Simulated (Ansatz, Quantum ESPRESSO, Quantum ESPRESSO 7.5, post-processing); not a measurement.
# 1T-PbSeTe, 1 layer: response to a perpendicular field

How does 1T-PbSeTe, 1 layer respond to a gate-like field without added charge?

Program: Quantum ESPRESSO 7.5. Level of theory: plane-wave DFT, PBE, GBRV ultrasoft pseudopotentials (geometry and cross-check by Ansatz 0.2.0 with PAW datasets; geometry under PBE). Results are calculated unless marked as measured.

Report form: the programs' logs are mostly left out.

## 1. Set-up

The cell holds 3 atoms: 1 Te, 1 Pb and 1 Se. Cell: a = 3.750 Å, b = 3.750 Å, c = 19.953 Å, α = 90.0°, β = 90.0°, γ = 120.0°. It derives from PbSeTe. Vacuum lies along c.

This sheet is a model structure: its symmetry is held, and its stability is not tested here.

## 2. Geometry from Ansatz

The geometry comes first, from a plane-wave PAW code, so that the later runs on this slab share one structure.

Input file input.yaml:

```yaml
crystal:
  lattice:
    - [3.749942, 0.0, 0.0]
    - [-1.874971, 3.2475450347, 0.0]
    - [0.0, 0.0, 19.9533331033]
  atoms:
    - { symbol: Te, position: [0.6666666667, 0.3333333333, 0.4259939909] }
    - { symbol: Pb, position: [0.0, 0.0, 0.5080150909] }
    - { symbol: Se, position: [0.3333333333, 0.6666666667, 0.5740060091] }
kpoints:
  mp_grid: { grid: [12, 12, 1] }
hamiltonian:
  xc: pbe
scf:
  occupations: { method: fermi_dirac, width: 0.05 }
  convergence: { dr2_threshold: 1.0e-08 }
efield:
  axis: 3
  dipole_correction: true
  ramp_position: 0.97
  ramp_width: 0.04
relax:
  f_tol: 0.01
  cell: { fix: [c, alpha, beta] }
output:
  write_potential: true
  write_density: true
  volumetric_format: npy
```

On the command line:

```
> ansatz run input.yaml --threads 4 --pin off --max-ram 8192MiB --backend cpu --events-out ev --progress --plain --runs-dir out
```

Elapsed: 40 s, on 4 threads of Arm Neoverse V2, shared host; peak memory 0.61 GiB.

Step by step:

| step | energy less that of the first step (eV) | largest force component (eV/Å) | pressure (GPa) | volume (Å³) |
| --- | --- | --- | --- | --- |
| 1 | 0.0000 | 5.2563 | 9.85 | 242.99 |
| 2 | -1.6893 | 2.3749 | 4.87 | 249.71 |
| 3 | -2.3353 | 0.8519 | 1.70 | 268.39 |
| 4 | -2.4647 | 0.3074 | 0.51 | 278.20 |
| 5 | -2.4839 | 0.0324 | -0.06 | 283.62 |
| 6 | -2.4846 | 0.0484 | -0.03 | 281.80 |
| 7 | -2.4848 | 0.0315 | -0.01 | 281.39 |
| 8 | -2.4853 | 0.0167 | 0.02 | 279.80 |
| 9 | -2.4859 | 0.0291 | 0.03 | 277.83 |
| 10 | -2.4873 | 0.0439 | 0.05 | 275.21 |
| 11 | -2.4899 | 0.0588 | 0.03 | 269.55 |
| 12 | -2.4900 | 0.0130 | 0.01 | 271.67 |
| 13 | -2.4903 | 0.0012 | 0.00 | 270.71 |
| 14* | -2.4912 | 0.0011 | 0.00 | 270.71 |

Relaxation steps marked * repeat the geometry before them on a plane-wave basis chosen anew for their cell, so energy and pressure can jump there.

| cell as run | before | after | change |
| --- | --- | --- | --- |
| a (Å) | 3.750 | 3.958 | +5.5 % |
| b (Å) | 3.750 | 3.958 | +5.5 % |

The atoms that moved most (Å, along periodic axes as changes of fractional coordinates times the final cell, across vacuum about the mean position):

| atom | dx | dy | dz | length |
| --- | --- | --- | --- | --- |
| Te1 | 0.000 | 0.000 | -0.563 | 0.563 |
| Se3 | 0.000 | 0.000 | 0.454 | 0.454 |
| Pb2 | 0.000 | 0.000 | 0.109 | 0.109 |

The relaxed structure:

```
Te Pb Se
1.0
     3.95804    0.00000    0.00000
    -1.97902    3.42776    0.00000
     0.00000    0.00000   19.95333
Te Pb Se
1 1 1
Direct
  0.66667 0.33333 0.39778
  0.00000 0.00000 0.51350
  0.33333 0.66667 0.59674
```

Read from the output:

```
free energy                     : -24355.2953 eV
energy at zero smearing         : -24355.2810 eV
smearing term TS                : 0.02864 eV
Fermi energy                    : -0.8350 eV
symmetry operations             : 6
work function of the upper face : 5.630 eV
work function of the lower face : 5.304 eV
dipole along the normal         : -0.02442 e·Å
```

## 3. Self-consistent run: no field

The zero-field run is the reference. tefield and dipfield are on already, so that all runs share k-points and boundary.

Level of this step: plane-wave DFT, PBE, GBRV ultrasoft pseudopotentials (Quantum ESPRESSO 7.5).

Input file f0.in:

```
&control
  prefix = 'f0'
  outdir = './out'
  pseudo_dir = './pseudo'
  calculation = 'scf'
  tprnfor = .true.
  tefield = .true.
  dipfield = .true.
/
&system
  ibrav = 0
  nat = 3
  ntyp = 3
  ecutwfc = 40
  ecutrho = 200
  occupations = 'smearing'
  smearing = 'fd'
  degauss = 0.004
  edir = 3
  emaxpos = 0.97
  eopreg = 0.04
  eamp = 0.0
/
&electrons
  conv_thr = 1e-09
  mixing_beta = 0.4
  electron_maxstep = 120
  mixing_mode = 'plain'
/
ATOMIC_SPECIES
  Te  127.6000  te_pbe_v1.uspp.F.UPF
  Pb  207.2000  pb_pbe_v1.uspp.F.UPF
  Se  78.9710  se_pbe_v1.uspp.F.UPF
CELL_PARAMETERS angstrom
  3.95803560429034 0.00000000000000 0.00000000000000
  -1.97901780214517 3.42775938239873 0.00000000000000
  0.00000000000000 0.00000000000000 19.95333310330000
ATOMIC_POSITIONS crystal
  Te  0.666666666667 0.333333333333 0.397776030438
  Pb  0.000000000000 0.000000000000 0.513502006837
  Se  0.333333333333 0.666666666667 0.596737053625
K_POINTS automatic
  12 12 1 0 0 0
```

On the command line:

```
> OMP_NUM_THREADS=1 mpirun -n 4 pw.x -nk 4 -in f0.in > f0.out
```

Elapsed: 64 s, on 4 MPI ranks; peak memory 0.75 GiB.

Numbers from this step:

```
free energy                          : -3187.1016 eV
energy at zero smearing              : -3187.0847 eV
Fermi energy                         : -1.354 eV
dipole along the normal              : -0.02450 e·Å
valence top, on the run's zero       : -0.5411 eV
conduction bottom, on the run's zero : -1.629 eV
```

The program's own clock; routines nest. Time by routine:

| routine | wall time (s) | calls |
| --- | --- | --- |
| PWSCF | 63.03 | 1 |
| electrons | 60.58 | 1 |
| c_bands | 49.01 | 14 |
| cegterg | 40.43 | 266 |
| h_psi | 30.71 | 1783 |
| fftw | 26.54 | 32340 |
| vloc_psi | 25.75 | 1783 |
| sum_band | 8.37 | 14 |
| calbec | 3.31 | 2125 |
| h_psi:calbec | 2.42 | 1783 |
| add_vuspsi | 2.41 | 1783 |
| s_psi | 2.32 | 1783 |
| newd | 2.04 | 14 |
| init_run | 1.65 | 1 |

By band count these two levels touch or overlap: there is no gap, and they are no band edges.

The run needed 13 iterations to bring the estimated error under 1e-09 Ry; the largest force on any atom, held or free, is 0.01 eV/Å.

## 4. Potential by pp.x

The vacuum level is read from the electrostatic potential (plot_num = 11), averaged over planes.

Input file f0.pot.in:

```
&inputpp
  prefix = 'f0'
  outdir = './out'
  filplot = 'f0.pot.dat'
  plot_num = 11
/
```

On the command line:

```
> OMP_NUM_THREADS=1 mpirun -n 4 pp.x -in f0.pot.in > f0.pot.out
```

The job ended after 1.2 s (4 MPI ranks; peak memory 0.1 GiB).

This step gave:

* work function of the upper face: 5.633 eV
* slope of the potential above: 3.15e-5 eV/Å
* upper vacuum line continued to the top atoms, over the Fermi level: 5.632 eV
* work function of the lower face: 5.306 eV
* slope of the potential below: -6.58e-5 eV/Å
* lower vacuum line continued to the bottom atoms, over the Fermi level: 5.305 eV

The vacuum is flat to 0.1 meV/Å, so its level is well defined. Inside the slab the curve depends on the local part of the pseudopotentials; only the vacuum level has a meaning of its own.

## 5. Bands along a path: no field

A bands run reads the converged density and follows the path given under K_POINTS.

f0.bands.in, as its differences from the input of step 3:

```diff
@@ -1,7 +1,6 @@
 &control
-  prefix = 'f0'
+  prefix = 'f0.bands'
   outdir = './out'
   pseudo_dir = './pseudo'
-  calculation = 'scf'
-  tprnfor = .true.
+  calculation = 'bands'
   tefield = .true.
@@ -22,8 +21,9 @@
   eamp = 0.0
+  nbnd = 19
 /
 &electrons
-  conv_thr = 1e-09
+  conv_thr = 1e-07
   mixing_beta = 0.4
   electron_maxstep = 120
-  mixing_mode = 'plain'
+  mixing_mode = 'local-TF'
 /
@@ -41,3 +41,7 @@
   Se  0.333333333333 0.666666666667 0.596737053625
-K_POINTS automatic
-  12 12 1 0 0 0
+K_POINTS crystal_b
+4
+  0.0000000000 0.0000000000 0.0000000000 14
+  0.5000000000 0.0000000000 0.0000000000 14
+  0.3333333333 0.3333333333 0.0000000000 14
+  0.0000000000 0.0000000000 0.0000000000 1
```

On the command line:

```
> cp -r out/f0.save out/f0.bands.save
> cp out/f0.xml out/f0.bands.xml
> OMP_NUM_THREADS=1 mpirun -n 4 pw.x -nk 4 -in f0.bands.in > f0.bands.out
```

The job ended after 50 s (4 MPI ranks; peak memory 0.36 GiB; 3.4 min of CPU time).

Band numbers count within the set of bands kept for display. The electronic bands at the labelled points (eV, zero at the Fermi level; # counts the bands kept):

| point | #3 | #4 | #5 | #6 | #7 | #8 | #9 | #10 |
| --- | --- | --- | --- | --- | --- | --- | --- | --- |
| Γ | -0.53 | -0.53 | 0.22 | 0.81 | 0.81 | 3.24 | 4.41 | 4.41 |
| halfway | -1.85 | -1.27 | -1.16 | 0.29 | 0.39 | 3.14 | 4.51 | 4.70 |
| M | -2.56 | -1.68 | -1.49 | -0.39 | -0.10 | 3.08 | 3.68 | 4.56 |
| halfway | -2.73 | -2.37 | -1.37 | -0.93 | -0.05 | 3.36 | 3.83 | 4.41 |
| K | -3.00 | -2.96 | -1.49 | -0.97 | -0.27 | 3.45 | 3.52 | 4.92 |
| halfway | -2.28 | -1.63 | -1.14 | -0.41 | 0.64 | 3.58 | 3.90 | 4.72 |
| Γ | -0.53 | -0.53 | 0.22 | 0.81 | 0.81 | 3.24 | 4.41 | 4.41 |

By band count these two levels touch or overlap: there is no gap, and they are no band edges.

## 6. Self-consistent run: field 0.1 V/Å

eamp is the field in Hartree atomic units (1 a.u. = 51.42 V/Å). With dipfield on, it is the field in the vacuum beside an isolated sheet. The run starts from the density of the one before.

f1.in, as its differences from the input of step 3:

```diff
@@ -1,3 +1,3 @@
 &control
-  prefix = 'f0'
+  prefix = 'f1'
   outdir = './out'
@@ -21,3 +21,3 @@
   eopreg = 0.04
-  eamp = 0.0
+  eamp = 0.00194469
 /
@@ -28,2 +28,3 @@
   mixing_mode = 'plain'
+  startingpot = 'file'
 /
```

On the command line:

```
> cp -r out/f0.save out/f1.save
> OMP_NUM_THREADS=1 mpirun -n 4 pw.x -nk 4 -in f1.in > f1.out
```

It took 52 s on 4 MPI ranks; peak memory 0.71 GiB; 3.4 min of CPU time.

Read from the output:

```
energy at zero smearing              : -3187.0846 eV
dipole along the normal              : 0.02328 e·Å
valence top, on the run's zero       : -0.5438 eV
conduction bottom, on the run's zero : -1.628 eV
```

By band count these two levels touch or overlap: there is no gap, and they are no band edges.

The dipole goes from -0.0245 to 0.0233 e Å, 0.4778 e Å per V/Å.

## 7. Potential by pp.x

Input file f1.pot.in:

```
&inputpp
  prefix = 'f1'
  outdir = './out'
  filplot = 'f1.pot.dat'
  plot_num = 11
/
```

On the command line:

```
> OMP_NUM_THREADS=1 mpirun -n 4 pp.x -in f1.pot.in > f1.pot.out
```

Wall time 1.2 s (4 MPI ranks); peak memory 0.11 GiB.

This step gave:

| Property | Result |
| --- | --- |
| slope of the potential above | 0.1000 eV/Å |
| upper vacuum line continued to the top atoms, over the Fermi level | 5.527 eV |
| slope of the potential below | 0.09992 eV/Å |
| lower vacuum line continued to the bottom atoms, over the Fermi level | 5.440 eV |

The slope in the vacuum is 0.100 eV/Å for an applied 0.10 V/Å, as it should be.

## 8. SCF with pw.x: field 0.2 V/Å

f2.in, as its differences from the input of step 6:

```diff
@@ -1,3 +1,3 @@
 &control
-  prefix = 'f1'
+  prefix = 'f2'
   outdir = './out'
@@ -21,3 +21,3 @@
   eopreg = 0.04
-  eamp = 0.00194469
+  eamp = 0.00388938
 /
```

On the command line:

```
> cp -r out/f0.save out/f2.save
> OMP_NUM_THREADS=1 mpirun -n 4 pw.x -nk 4 -in f2.in > f2.out
```

Wall time 71 s (4 MPI ranks); peak memory 0.71 GiB; 4.7 min of CPU time.

Read from the output:

- free energy: -3187.1063 eV
- energy at zero smearing: -3187.0893 eV
- Fermi energy: -1.356 eV
- dipole along the normal: 0.07114 e·Å
- valence top, on the run's zero: -0.5474 eV

By band count these two levels touch or overlap: there is no gap, and they are no band edges.

The dipole goes from -0.0245 to 0.0711 e Å, 0.4782 e Å per V/Å.

## 9. Electrostatic potential

Input file f2.pot.in:

```
&inputpp
  prefix = 'f2'
  outdir = './out'
  filplot = 'f2.pot.dat'
  plot_num = 11
/
```

On the command line:

```
> OMP_NUM_THREADS=1 mpirun -n 4 pp.x -in f2.pot.in > f2.pot.out
```

Run time: 1.2 s. Hardware: 4 MPI ranks; peak memory 0.12 GiB.

Read from the output:

* slope of the potential above: 0.2000 eV/Å
* upper vacuum line continued to the top atoms, over the Fermi level: 5.422 eV
* slope of the potential below: 0.1999 eV/Å
* lower vacuum line continued to the bottom atoms, over the Fermi level: 5.577 eV

The slope in the vacuum is 0.200 eV/Å for an applied 0.20 V/Å, as it should be.

## 10. Band structure: field 0.2 V/Å

f2.bands.in, as its differences from the input of step 5:

```diff
@@ -1,3 +1,3 @@
 &control
-  prefix = 'f0.bands'
+  prefix = 'f2.bands'
   outdir = './out'
@@ -20,3 +20,3 @@
   eopreg = 0.04
-  eamp = 0.0
+  eamp = 0.00388938
   nbnd = 19
```

On the command line:

```
> cp -r out/f2.save out/f2.bands.save
> cp out/f2.xml out/f2.bands.xml
> OMP_NUM_THREADS=1 mpirun -n 4 pw.x -nk 4 -in f2.bands.in > f2.bands.out
```

Elapsed: 35 s, on 4 MPI ranks; peak memory 0.36 GiB.

The run ended with an error.

## 11. SCF with pw.x: field -0.2 V/Å

f3.in, as its differences from the input of step 8:

```diff
@@ -1,3 +1,3 @@
 &control
-  prefix = 'f2'
+  prefix = 'f3'
   outdir = './out'
@@ -21,3 +21,3 @@
   eopreg = 0.04
-  eamp = 0.00388938
+  eamp = -0.00388938
 /
```

On the command line:

```
> cp -r out/f0.save out/f3.save
> OMP_NUM_THREADS=1 mpirun -n 4 pw.x -nk 4 -in f3.in > f3.out
```

It took 71 s on 4 MPI ranks; peak memory 0.86 GiB.

Read from the output:

* free energy: -3187.1161 eV
* energy at zero smearing: -3187.0992 eV
* dipole along the normal: -0.1201 e·Å
* valence top, on the run's zero: -0.5385 eV
* conduction bottom, on the run's zero: -1.632 eV

By band count these two levels touch or overlap: there is no gap, and they are no band edges.

The dipole goes from -0.0245 to -0.1201 e Å, 0.4778 e Å per V/Å.

## 12. Potential by pp.x

Input file f3.pot.in:

```
&inputpp
  prefix = 'f3'
  outdir = './out'
  filplot = 'f3.pot.dat'
  plot_num = 11
/
```

On the command line:

```
> OMP_NUM_THREADS=1 mpirun -n 4 pp.x -in f3.pot.in > f3.pot.out
```

Run time: 1.2 s. Hardware: 4 MPI ranks; peak memory 0.12 GiB.

Read from the output:

| Item | Value |
| --- | --- |
| slope of the potential above | -0.2000 eV/Å |
| upper vacuum line continued to the top atoms, over the Fermi level | 5.848 eV |
| slope of the potential below | -0.2000 eV/Å |
| lower vacuum line continued to the bottom atoms, over the Fermi level | 5.040 eV |

The slope in the vacuum is -0.200 eV/Å for an applied -0.20 V/Å, as it should be.

Each curve counts from the Fermi level of its own run.

The runs together. Table of potential energy by z:

| z (Å) | potential at 0 V/Å (eV) | potential at 0.1 V/Å (eV) | potential at 0.2 V/Å (eV) | potential at -0.2 V/Å (eV) |
| --- | --- | --- | --- | --- |
| 0 | 5.39 | 5.07 | 4.75 | 6.03 |
| 1 | 5.31 | 4.75 | 4.19 | 6.43 |
| 2 | 5.31 | 4.85 | 4.39 | 6.23 |
| 3 | 5.31 | 4.95 | 4.59 | 6.03 |
| 4 | 5.30 | 5.05 | 4.79 | 5.83 |
| 5 | 5.29 | 5.13 | 4.97 | 5.62 |
| 6 | 5.07 | 5.00 | 4.93 | 5.21 |
| 7 | 2.14 | 2.13 | 2.11 | 2.16 |
| 8 | 18.4 | 18.4 | 18.4 | 18.4 |
| 9 | 0.532 | 0.531 | 0.531 | 0.532 |
| 10 | -10.3 | -10.3 | -10.3 | -10.3 |
| 11 | -4.25 | -4.25 | -4.25 | -4.26 |
| 12 | -9.17 | -9.16 | -9.16 | -9.18 |
| 13 | 4.15 | 4.18 | 4.21 | 4.09 |
| 14 | 5.56 | 5.66 | 5.77 | 5.35 |
| 15 | 5.63 | 5.83 | 6.04 | 5.22 |
| 16 | 5.63 | 5.94 | 6.24 | 5.03 |
| 17 | 5.63 | 6.04 | 6.44 | 4.83 |
| 18 | 5.63 | 6.14 | 6.64 | 4.63 |
| 19 | 5.63 | 6.24 | 6.84 | 4.43 |

## 13. Bands along a path: field -0.2 V/Å

f3.bands.in, as its differences from the input of step 10:

```diff
@@ -1,3 +1,3 @@
 &control
-  prefix = 'f2.bands'
+  prefix = 'f3.bands'
   outdir = './out'
@@ -20,3 +20,3 @@
   eopreg = 0.04
-  eamp = 0.00388938
+  eamp = -0.00388938
   nbnd = 19
```

On the command line:

```
> cp -r out/f3.save out/f3.bands.save
> cp out/f3.xml out/f3.bands.xml
> OMP_NUM_THREADS=1 mpirun -n 4 pw.x -nk 4 -in f3.bands.in > f3.bands.out
```

It took 29 s on 4 MPI ranks; peak memory 0.36 GiB.

The run ended with an error.

## 14. Density by pp.x

plot_num = 0 writes the valence density.

Input file f0.rho.in:

```
&inputpp
  prefix = 'f0'
  outdir = './out'
  filplot = 'f0.rho.dat'
  plot_num = 0
/
```

On the command line:

```
> OMP_NUM_THREADS=1 mpirun -n 4 pp.x -in f0.rho.in > f0.rho.out
```

The job ended after 1.2 s (4 MPI ranks; peak memory 0.12 GiB).

Read from the output:

- electrons by integration: 26.00 e

Mean over planes. Table of valence density, planar mean by z:

| z (Å) | valence density, planar mean (e/Å³) |
| --- | --- |
| 4.0 | 3.7e-5 |
| 4.5 | 1.5e-4 |
| 5.0 | 6.3e-4 |
| 5.5 | 0.00258 |
| 6.0 | 0.0104 |
| 6.5 | 0.0409 |
| 7.0 | 0.126 |
| 7.5 | 0.191 |
| 8.0 | 0.200 |
| 8.5 | 0.202 |
| 9.0 | 0.168 |
| 9.5 | 0.273 |
| 10.0 | 0.718 |
| 10.5 | 0.736 |
| 11.0 | 0.351 |
| 11.5 | 0.279 |
| 12.0 | 0.267 |
| 12.5 | 0.200 |
| 13.0 | 0.0704 |
| 13.5 | 0.0165 |
| 14.0 | 0.00367 |
| 14.5 | 8.3e-4 |
| 15.0 | 1.9e-4 |
| 15.5 | 4.4e-5 |

Valence density in the ca plane at fractional y = 0.000, with atoms of Pb within 0.2 Å of it. It is the smooth field of the valence electrons, not physical close to the nuclei.

Values in e/Å³, 6 rows by 16 columns, each cell a mean:
```
0.0 0.0 0.0 0.0 0.0 0.0 0.0 0.1 0.9 3.9 0.8 0.0 0.0 0.0 0.0 0.0
0.0 0.0 0.0 0.0 0.0 0.0 0.1 0.2 0.2 0.5 0.2 0.1 0.0 0.0 0.0 0.0
0.0 0.0 0.0 0.0 0.0 0.0 0.2 0.3 0.1 0.1 0.2 0.2 0.0 0.0 0.0 0.0
0.0 0.0 0.0 0.0 0.0 0.0 0.2 0.2 0.1 0.1 0.2 0.2 0.0 0.0 0.0 0.0
0.0 0.0 0.0 0.0 0.0 0.0 0.1 0.1 0.3 1.3 0.3 0.1 0.0 0.0 0.0 0.0
0.0 0.0 0.0 0.0 0.0 0.0 0.0 0.1 1.2 3.8 1.0 0.0 0.0 0.0 0.0 0.0
```
Columns run along c (16.0 Å, from fractional 0.05 to 0.86 of the cell), rows up along a (4.0 Å). Atoms in or near the plane, at fractional coordinates: Pb at (0.51, 0.00).

The density integrates to 26.000 electrons, as the 26 of the input ask.

## 15. Valence density

Input file f2.rho.in:

```
&inputpp
  prefix = 'f2'
  outdir = './out'
  filplot = 'f2.rho.dat'
  plot_num = 0
/
```

On the command line:

```
> OMP_NUM_THREADS=1 mpirun -n 4 pp.x -in f2.rho.in > f2.rho.out
```

Wall time 1.2 s (4 MPI ranks); peak memory 0.12 GiB; 4.2 s of CPU time.

## 16. Charge moved by a field of 0.2 V/Å

Numbers from this step:

```
largest charge moved across a plane : 0.001145 e/Å²
dipole step                         : -1.276 eV
```

Table of planar mean by z:

| z (Å) | planar mean (e/Å³) |
| --- | --- |
| 1.5 | 3.3e-8 |
| 2.0 | 1.0e-7 |
| 2.5 | 3.0e-7 |
| 3.0 | 9.1e-7 |
| 3.5 | 2.8e-6 |
| 4.0 | 8.3e-6 |
| 4.5 | 2.4e-5 |
| 5.0 | 6.5e-5 |
| 5.5 | 1.6e-4 |
| 6.0 | 3.7e-4 |
| 6.5 | 6.4e-4 |
| 7.0 | 6.2e-4 |
| 7.5 | 1.8e-4 |
| 8.0 | 7.8e-5 |
| 8.5 | 1.3e-4 |
| 9.0 | -2.9e-5 |
| 9.5 | -1.3e-4 |
| 10.0 | -2.1e-5 |
| 10.5 | 1.2e-4 |
| 11.0 | 9.7e-6 |
| 11.5 | -1.2e-4 |
| 12.0 | -1.8e-4 |
| 12.5 | -5.3e-4 |
| 13.0 | -7.1e-4 |
| 13.5 | -4.2e-4 |
| 14.0 | -1.8e-4 |
| 14.5 | -6.5e-5 |
| 15.0 | -2.2e-5 |
| 15.5 | -6.9e-6 |
| 16.0 | -2.1e-6 |
| 16.5 | -6.0e-7 |
| 17.0 | -1.7e-7 |
| 17.5 | -5.1e-8 |

Table of running integral, electrons below z by z:

| z (Å) | running integral, electrons below z (e/Å²) |
| --- | --- |
| 2 | 4.9e-8 |
| 3 | 4.6e-7 |
| 4 | 4.3e-6 |
| 5 | 3.5e-5 |
| 6 | 2.3e-4 |
| 7 | 8.4e-4 |
| 8 | 0.00106 |
| 9 | 0.00114 |
| 10 | 0.00105 |
| 11 | 0.00112 |
| 12 | 0.00101 |
| 13 | 4.8e-4 |
| 14 | 7.6e-5 |
| 15 | 8.2e-6 |
| 16 | 7.3e-7 |
| 17 | 5.9e-8 |

## 17. Polarisability from the dipole between 0 and 0.1 V/A

This step gave:

| Quantity | Value |
| --- | --- |
| change of slope in the vacuum | 0.10000 eV/Å |
| polarisability a cell | 6.881 Å³ |
| sheet polarisability 4πα/A | 6.373 Å |

[end of part 1 of 2]

[Logs are printed without paths, hosts, clocks, repeated set-up lines and the standing remarks that a program may print on its own settings, such as how far it seeks lower states.]

[Hosts, paths, dates, database ids (printed as entryN), source tags and the programs' standing remarks are cut or masked in the printed files.]

[Maps of the electrostatic potential energy from Ansatz leave out the sawtooth potential of an applied field or a dipole correction, so their vacuum need not be flat; planar profiles and work functions include it.]
